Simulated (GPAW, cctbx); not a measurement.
# ZnCrSnSbS6: deformation density and structure factors from DFT

Question: by how much does bonding change the X-ray structure factors of ZnCrSnSbS6, how firmly does DFT give the change, and what does a routine refinement make of it?

The cell comes from substitution in a known structure type and wasn't matched to any measured phase. All numbers below are calculated.

## Step 1: Relax the structure

The density hangs on the geometry, so cell and atoms are relaxed first, with the symmetry held. The cutoff is set higher than for the density because stress converges slowly with plane waves.

Settings: GPAW 26.7.0, PBE, 570 eV, 3×3×3 k-points, Fermi–Dirac width 0.05 eV, spin-polarised, BFGS to 0.03 eV/Å.

```text
cell
1.0
     0.000000000    4.694500000    4.694500000
     4.694500000    0.000000000    4.694500000
     4.694500000    4.694500000    0.000000000
Sb Sn Zn Cr S
1 1 1 1 6
Direct
0.500000000 0.500000000 0.500000000
0.750000000 0.750000000 0.750000000
0.250000000 0.250000000 0.250000000
0.000000000 0.000000000 0.000000000
0.253800000 0.253800000 0.746200000
0.746200000 0.746200000 0.253800000
0.253800000 0.746200000 0.253800000
0.746200000 0.253800000 0.746200000
0.253800000 0.746200000 0.746200000
0.746200000 0.253800000 0.253800000
```

```console
$ OMP_NUM_THREADS=1 mpirun -n 4 gpaw python run.py > gpaw.log
```

```text
BFGS:    0      -40.374068        2.723578
BFGS:    1      -40.933806        1.789118
BFGS:    2      -41.511080        0.581576
BFGS:    3      -41.588958        0.551787
...
BFGS:    7      -41.758560        0.121772
BFGS:    8      -41.761435        0.030856
BFGS:    9      -41.761620        0.003081
cell  6.8201 6.8201 6.8201  60.00 60.00 60.00
volume 224.311 A^3, largest force 0.003 eV/A, largest stress 0.01 GPa
```

After 9 steps the volume has changed by +8.4 % and the energy by -1.388 eV; the largest stress left is 0.01 GPa. It took 5.1 min on 4 cores of Arm Neoverse V2 (shared host), peak memory 2 GiB.

Relaxed structure: F-43m (no. 216), a = 9.6450 Å, b = 9.6450 Å, c = 9.6450 Å, α = 90.00°, β = 90.00°, γ = 90.00°.

```
atom  mult.    x       y    z
 Sb1      4  1/2       0    0
 Sn1      4  1/4     3/4  3/4
 Zn1      4  1/4     1/4  3/4
 Cr1      4    0       0    0
  S1     24  1/2  0.2621    0
```

## Step 2: Density and charge transfer

X-rays see the whole electron density, so the PAW density is rebuilt with its core regions. Subtracting spherical free atoms from the same code cancels the cores and leaves the deformation density Δρ, the part due to bonding.

Settings: PBE, 450 eV, 4×4×4 k-points, Fermi–Dirac width 0.05 eV, spin-polarised; primitive cell of 10 atoms.

```console
$ OMP_NUM_THREADS=1 mpirun -n 4 gpaw python run.py > gpaw.log
```

```text
|iter:   1|       0s |  -45.938609 | +0.73 |       |  +2.9820|
|iter:   2|       2s |  -43.580403 | -0.06 | -0.97 |  +2.9940|
|iter:   3|       5s |  -42.667377 | -0.76 | -1.09 |  +2.9415|
...
|iter:  19|      44s |  -41.519388c| -6.86 | -5.40c|  +2.0815|
|iter:  20|      46s |  -41.519388c| -7.20 | -5.91c|  +2.0815|
|iter:  21|      48s |  -41.519388c| -7.58c| -6.29c|  +2.0815|
```

```text
grid (70, 70, 70)  electrons 251.000  moved by bonding 1.862 e
deformation density beyond 0.5 A of the nuclei: max 0.118, min -0.274 e/A^3
atom        x       y       z   Voronoi charge  moment
Sb1    0.5000  0.5000  0.5000      0.412       0.00
Sn2    0.2500  0.2500  0.2500      0.484       0.02
Zn3    0.7500  0.7500  0.7500      0.396       0.01
Cr4    0.0000  0.0000  0.0000      0.267       2.04
S 5    0.7621  0.2379  0.7621     -0.260      -0.03
S 6    0.2379  0.7621  0.2379     -0.260      -0.03
S 7    0.2379  0.2379  0.7621     -0.260      -0.03
S 8    0.7621  0.7621  0.2379     -0.260      -0.03
S 9    0.2379  0.7621  0.7621     -0.260      -0.03
S 10   0.7621  0.2379  0.2379     -0.260      -0.03
mean inner potential of superposed free atoms 14.048 V
total magnetic moment 2.081 muB
```

Deformation density in a plane through the shortest contact of the Cr atom at the origin, in 0.01 e/Å³ (clipped at ±99); x from -1.6 to 3.9 Å, y from 2.4 down to -2.4 Å:

```text
  0   1   2   0   .   .   1   2   1   0   0   0   0   0   1   2
  0   1   1   0   .   .   0   1   1   0   0   0   0   0   1   2
  0   1   2   5   7   7   4   1   0   0   0   0   0   0   0   1
  1   1   2   5  10   9   4   2   1   1   1   2   1   1  -1  -1
  2   3   0  -2  -4  -4  -2   1   3   2   1   2   2   2   0  -4
  6   7  -1 -10   . -18  -8   2   8   4  -2   .   0   5   3  -3
  8  11  -1 -33   .   . -21   4  12   5   .   .  -3   6   6  -1
  6   7  -1 -10   . -18  -8   2   8   4  -2   .   0   5   3  -3
  2   3   0  -2  -4  -4  -2   1   3   2   1   2   2   2   0  -4
  1   1   2   5  10   9   4   2   1   1   1   2   1   1  -1  -1
  0   1   2   5   7   7   4   1   0   0   0   0   0   0   0   1
  0   1   1   0   .   .   1   1   1   0   0   0   0   0   1   2
  0   1   2   0   .   .   1   2   1   0   0   0   0   0   1   2
```

Atoms in or within 0.15 Å of the plane: Cr (0.0, 0.0), S (2.3, 0.0), S (0.0, 2.3), S (0.0, -2.3) Å. Dots mark points within about 0.45 Å of a nucleus; large values next to them are atomic features.

S gains most (-0.26 e) and Sn loses most (+0.48 e); S is the most electronegative element, but the order of the others doesn't follow electronegativity. Such charges fall far short of formal ones, since overlapping free atoms already put density on their neighbours. Along the shortest contact from the Cr atom at the map's origin, Cr–S at 2.29 Å, Δρ is +0.09 e/Å³ at the midpoint and highest, +0.12, 1.36 Å from Cr (points within 0.5 Å of a nucleus left out): a bond charge, the mark of covalency, pulled towards S. At the midpoints of other shortest contacts it is +0.06 (Sb–S, 2.53 Å) and +0.01 (S–S, 3.25 Å) e/Å³. Point values carry grid noise of about 0.01 e/Å³. The cell's moment is 2.08 μB; the largest inside an atomic sphere is 2.04 μB. The run needed 21 iterations, 58 s.

## Step 3: From the density to structure factors

The Fourier components of Δρ, added to those of the free atoms, give the static X-ray structure factors; the Mott–Bethe relation turns them into the Fourier components V of the potential that fast electrons feel.

```text
static structure factors of the conventional cell: F in electrons, V (Mott-Bethe) in volts
   h  k  l      d  |F| table  |F| free   |F| DFT   change   |V| free  |V| DFT  change %
   1  1  1  5.5685   106.918   107.022   106.507   -0.516     0.912    0.965      5.9
   0  2  0  4.8225    92.740    92.443    94.087    1.644     2.024    1.829     -9.6
   0  2  2  3.4100   437.509   437.161   433.764   -3.397     3.433    3.635      5.9
   1  3  1  2.9081   120.831   121.363   121.826    0.463     0.902    0.882     -2.2
   2  2  2  2.7843   298.538   299.204   301.680    2.476     3.974    3.876     -2.5
   0  4  0  2.4112   747.623   747.339   747.295   -0.044     7.448    7.450      0.0
   1  3  3  2.2127   134.804   135.420   136.350    0.931     1.002    0.979     -2.3
   0  4  2  2.1567    58.414    58.704    57.815   -0.888     1.067    1.088      2.0
   2  4  2  1.9688   375.008   373.944   373.509   -0.435     2.280    2.288      0.4
   3  3  3  1.8562   148.362   148.850   149.696    0.846     1.090    1.075     -1.4
   1  5  1  1.8562    73.439    73.917    74.761    0.844     0.377    0.379      0.6
   0  4  4  1.7050   641.046   640.530   639.383   -1.146     5.223    5.240      0.3
   1  5  3  1.6303    86.178    86.498    87.043    0.546     0.374    0.370     -1.1
   2  4  4  1.6075    45.141    45.693    43.816   -1.877     0.687    0.711      3.6
```

The largest X-ray change is -3.40 e on 022, 0.8 % of |F|. For electrons V goes as (Z − F)/g², so a change of F counts against Z − F, which is small at low angle and wherever the atoms' terms cancel: |V| of 020 moves by -9.6 % (2.02 to 1.83 V) against +1.8 % in |F|. The last three rows still change by up to 1.88 e; the table stops while the angles are still low. The tabulated Hartree–Fock atoms differ from the free DFT atoms by up to 1.06 e, so the choice of reference atom matters too.

## Step 4: The functional ladder

The same geometry is run with other functionals, to see whether the bonding signal is larger than the spread between approximations. Free atoms are LDA for LDA and PBE otherwise; meta-GGAs and hybrids keep PBE cores. Any other changed setting is in the row's label.

| run | ΔF 022 (e) | ΔF 222 (e) | ΔF 020 (e) | q(S) (e) | moved (e) | time |
| --- | --- | --- | --- | --- | --- | --- |
| PBE | -3.397 | +2.476 | +1.644 | -0.260 | 1.862 | 58 s |
| LDA | -3.212 | +2.155 | +1.477 | -0.241 | 1.746 | 1.9 min |
| r2SCAN | -3.674 | +2.570 | +1.760 | -0.292 | 2.167 | 3.2 min |
| PBE 150 eV (unsound) | -3.717 | +2.306 | +1.604 | -0.242 | 1.974 | 11 s |

At the base's settings ΔF(022) spans -3.674 to -3.212 e, a spread of 14 % of the PBE value; over the three listed reflections the spread is at most 17 %, so sign and size hold across the functionals. The magnetic state differs between the runs (cell moments PBE 2.08, LDA 2.06, r2SCAN 2.74 μB), and that enters the spread. The run marked unsound (cutoff far too low) misses ΔF(022) by 0.320 e. Times are from shared hosts.

## Step 5: What a spherical-atom refinement makes of it

Routine crystallography fits spherical atoms. To see the bias, intensities are simulated from tabulated atoms plus the DFT change ΔF, so that bonding alone can misfit (10368 reflections of the full sphere, merged to the counts below, to 0.45 Å, 0.5 % proportional noise plus counting noise, assumed isotropic U as listed, Δρ smeared by the mean U) and refined with cctbx over different ranges.

```
                    range  data      R1  GooF  U Sb1 (true 0.005)  U Sn1 (true 0.0051)  U Zn1 (true 0.0061)  U Cr1 (true 0.0066)  largest shift (Å)  Δρ max, min (e/Å³)
                 all data   573  0.0039  1.03              0.0050               0.0051               0.0061               0.0066             0.0001         0.15, -0.29
 low resolution, d > 0.84   107  0.0032  1.35              0.0048               0.0051               0.0058               0.0067             0.0003         0.12, -0.12
     high order, d < 0.75   429  0.0044  0.94              0.0050               0.0051               0.0062               0.0065             0.0002         0.13, -0.13
occupancies free, d > 0.7   173  0.0030  1.15              0.0051               0.0049               0.0064               0.0060             0.0001         0.15, -0.10
```

With all data GooF is 1.03, diluted by the many high-angle data; the misfit shows at low resolution; the top residual peak, near noise level, lies 0.89 Å from S and 2.54 Å from Sn. U of Zn1 is off by -5 % at low resolution and by +2 % from high-order data, where mostly the cores scatter (GooF 0.94). With Sb1 held at 1 and the scale free, the other occupancies refine to Sn1 0.992(0.004), Zn1 1.006(0.003), Cr1 0.981(0.006) and S1 0.996(0.002), on sites that are all full: they absorb part of the misfit, and only ratios to the fixed site mean anything.

## Step 6: Answer

Bonding moves 1.86 e in the primitive cell of ZnCrSnSbS6 and changes the structure factors of the conventional cell in the table above by at most 3.40 e (022, 0.8 %), and among reflections above 2 % of the strongest by up to 4.1 % (244). The shortest bond, Cr–S, has Δρ = +0.09 e/Å³ at its midpoint, a covalent bond charge. At the base's settings ΔF(022) spans -3.674 to -3.212 e, a spread of 14 % of the PBE value; over the three listed reflections the spread is at most 17 %, so sign and size hold across the functionals. With all data GooF is 1.03, diluted by the many high-angle data. Limits: static density, frozen cores, no spin–orbit coupling; a ferromagnetic start is the only order tried, and the real ground state may be antiferromagnetic or insulating; no Hubbard U on Cr.

[Outputs are excerpts: Python notices, other lines and further rows are left out; steps that failed or that the build refused (PBEsol, TPSS) are not shown.]

[Logs are printed without paths, hosts, clocks, repeated set-up lines and the standing remarks that a program may print on its own settings, such as how far it seeks lower states.]
